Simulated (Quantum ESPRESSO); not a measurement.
**MgS (F-43m): the LO frequency by hand**

Wanted: the LO mode of MgS (F-43m) from the TO mode and the field response.

Calculated with Quantum ESPRESSO 7.5; DFT LDA, scalar-relativistic, plane waves, GBRV ultrasoft pseudopotentials.

**1. The relaxed structure**

The structure is cubic, space group F-43m (No. 216). The conventional cell has a = 5.593 Å, b = 5.593 Å, c = 5.593 Å, α = 90.00°, β = 90.00°, γ = 90.00°. Mg has 4 S at 2.42 Å nearest. S has 4 Mg at 2.42 Å nearest. Farther neighbours and most contacts between anions are not listed.

As a file:

```xyz
2
Lattice="-2.7964 0.0000 2.7964 0.0000 2.7964 2.7964 -2.7964 2.7964 0.0000" Properties=species:S:1:pos:R:3 pbc="T T T"
Mg    0.0000    0.0000    0.0000
S    -4.1946    4.1946    4.1946
```

This is the cell after its relaxation at this level of theory, not the database cell from which that began.

**2. What the response run gave**

A linear-response run on the relaxed cell, with the response to an electric field; only its zone-centre results are used. Cutoff 55 Ry, k mesh 8×8×8.

The log of the run:

```text
[banners, grids, parts of the stress and lines that vanish by symmetry left out]
Program PHONON v.7.5
     Reading xml data from directory:

[...]
Exchange-correlation= PZ
                           (   1   1   0   0   0   0   0)
[...]
kinetic-energy cut-off    =      55.0000  Ry
     charge density cut-off    =     440.0000  Ry
     convergence threshold     =      1.0E-18
[...]
Exchange-correlation= PZ
                           (   1   1   0   0   0   0   0)
[...]
q = (   0.0000000   0.0000000   0.0000000 )
     25 Sym.Ops. (with q -> -q+G )
     G cutoff = 1244.9698  (  45863 G-vectors)     FFT grid: ( 50, 50, 50)
     G cutoff =  622.4849  (  16361 G-vectors)  smooth grid: ( 36, 36, 36)
     number of k points=    29
[...]
Mode symmetry, T_d (-43m)  point group:
[...]
Dielectric constant
[...]
End of electric fields calculation
          Dielectric constant in cartesian axis
          (       4.211754200      -0.000000000       0.000000000 )
          (      -0.000000000       4.211754200       0.000000000 )
          (       0.000000000       0.000000000       4.211754200 )
          Effective charges (d Force / dE) in cartesian axis without acoustic sum rule applied (asr)
           atom    1  Mg    Mean Z*:        1.87301
      Ex  (        1.87301        0.00000       -0.00000 )
      Ey  (        0.00000        1.87301        0.00000 )
      Ez  (       -0.00000        0.00000        1.87301 )
           atom    2  S     Mean Z*:       -1.87379
      Ex  (       -1.87379        0.00000        0.00000 )
      Ey  (        0.00000       -1.87379       -0.00000 )
      Ez  (        0.00000       -0.00000       -1.87379 )
          Effective charges Sum: Mean:       -0.00077
[...]
Effective charges (d Force / dE) in cartesian axis with asr applied:
           atom    1  Mg    Mean Z*:        1.87340
[...]
atom    2  S     Mean Z*:       -1.87340
[...]
Representation #   1 modes #   1   2   3
[...]
End of self-consistent calculation
     Convergence has been achieved
     Representation #   2 modes #   4   5   6
[...]
End of self-consistent calculation
     Convergence has been achieved
[...]
Dielectric constant in cartesian axis
          (       4.211754200      -0.000000000       0.000000000 )
          (      -0.000000000       4.211754200       0.000000000 )
          (       0.000000000       0.000000000       4.211754200 )
          Effective charges (d Force / dE) in cartesian axis without acoustic sum rule applied (asr)
           atom    1  Mg    Mean Z*:        1.87301
      Ex  (        1.87301        0.00000       -0.00000 )
      Ey  (        0.00000        1.87301        0.00000 )
      Ez  (       -0.00000        0.00000        1.87301 )
           atom    2  S     Mean Z*:       -1.87379
      Ex  (       -1.87379        0.00000        0.00000 )
      Ey  (        0.00000       -1.87379       -0.00000 )
      Ez  (        0.00000       -0.00000       -1.87379 )
          Effective charges Sum: Mean:       -0.00077
[...]
Effective charges (d Force / dE) in cartesian axis with asr applied:
           atom    1  Mg    Mean Z*:        1.87340
[...]
atom    2  S     Mean Z*:       -1.87340
[...]
q = (    0.000000000   0.000000000   0.000000000 )
[...]
freq (    1) =      -0.352945 [THz] =     -11.772985 [cm-1]
     freq (    2) =      -0.352945 [THz] =     -11.772985 [cm-1]
     freq (    3) =      -0.352945 [THz] =     -11.772985 [cm-1]
     freq (    4) =      10.303141 [THz] =     343.675794 [cm-1]
     freq (    5) =      10.303141 [THz] =     343.675794 [cm-1]
     freq (    6) =      10.303141 [THz] =     343.675794 [cm-1]
[...]
Mode symmetry, T_d (-43m)  point group:
     freq (   1-   3) =        -11.8  [cm-1]   --> T_2  G_15 P_4   I+R
     freq (   4-   6) =        343.7  [cm-1]   --> T_2  G_15 P_4   I+R

   JOB DONE.
```

```tsv
quantity	value
cell volume Ω (Å³)	43.736
mass of Mg (u)	24.305
mass of S (u)	32.060
Born charge of Mg, raw (e)	1.873
Born charge of S, raw (e)	-1.874
ε∞	4.212
ω(TO) after the sum rule (cm⁻¹)	343.9
```

**3. The calculation**

The charges must sum to zero over the cell; taking off their mean, 0.000 e, leaves Z* = 1.873 e on Mg. In the polar mode Mg moves against S, so the reduced mass is μ = 24.30 × 32.06 / 56.37 = 13.825 u.

A longitudinal wave builds up a field that adds to the restoring force: ω(LO)² = ω(TO)² + 4π Z*² / (μ Ω ε∞), in Hartree atomic units. With μ = 25201 electron masses and Ω = 295.15 bohr³ the second term is 1.4078e-06 Ha², or 67815 cm⁻² (1 Ha = 219474.6 cm⁻¹).

So ω(LO) = √(118274 + 67815) = 431.4 cm⁻¹, and by the Lyddane-Sachs-Teller relation ε₀ = ε∞ (ω(LO)/ω(TO))² = 6.63.

**4. Check against the program**

The analysis program adds the same non-analytic term to the full matrix, here for q along (1 0 0).

The log of the run:

```text
[banner, memory and clock lines left out]
Program DYNMAT v.7.5

     Reading Dynamical Matrix from file g.dyn
     ...Force constants read
     ...epsilon and Z* read

     Polarizability (A^3 units)
     multiply by 0.482955 for Clausius-Mossotti correction
        11.178272   -0.000000    0.000000
        -0.000000   11.178272    0.000000
         0.000000    0.000000   11.178272

     IR activities are in (D/A)^2/amu units

# mode   [cm-1]    [THz]      IR
    1     -0.00   -0.0000    0.0000
    2     -0.00   -0.0000    0.0000
    3     -0.00   -0.0000    0.0000
    4    343.91   10.3103    5.8571
    5    343.91   10.3103    5.8571
    6    431.38   12.9326    5.8571
```

ε₀ comes from the program's run without a direction of q.

```tsv
quantity	by hand	program
ω(LO) (cm⁻¹)	431.4	431.4
ε₀	6.63	6.63
```

**5. Results**

* TO mode: 343.9 cm⁻¹
* LO mode: 431.4 cm⁻¹
* static dielectric constant: 6.627

The LO mode of MgS (F-43m) lies at 431 cm⁻¹, 87 cm⁻¹ above the TO mode; the formula meets the program within 0.1 cm⁻¹, as it must for a cubic crystal with one polar mode. ω(LO)² − ω(TO)² goes with Z*²/ε∞: an error of 5 % in ε∞ would move the LO mode by 3.8 cm⁻¹, and semilocal functionals tend to overestimate ε∞. The acoustic modes of the response miss zero by 12 cm⁻¹, a numerical error that can touch the optical modes as well. These are harmonic values at zero temperature, at the volume of this functional, for the structure held cubic; stability elsewhere in the zone is no part of this calculation.

[Host names and launcher messages were left out of these logs when they were recorded.]

[Logs are printed without paths, hosts, clocks, repeated set-up lines and the standing remarks that a program may print on its own settings, such as how far it seeks lower states.]

[Hosts, paths, dates, database ids (printed as entryN), source tags and the programs' standing remarks are cut or masked in the printed files.]
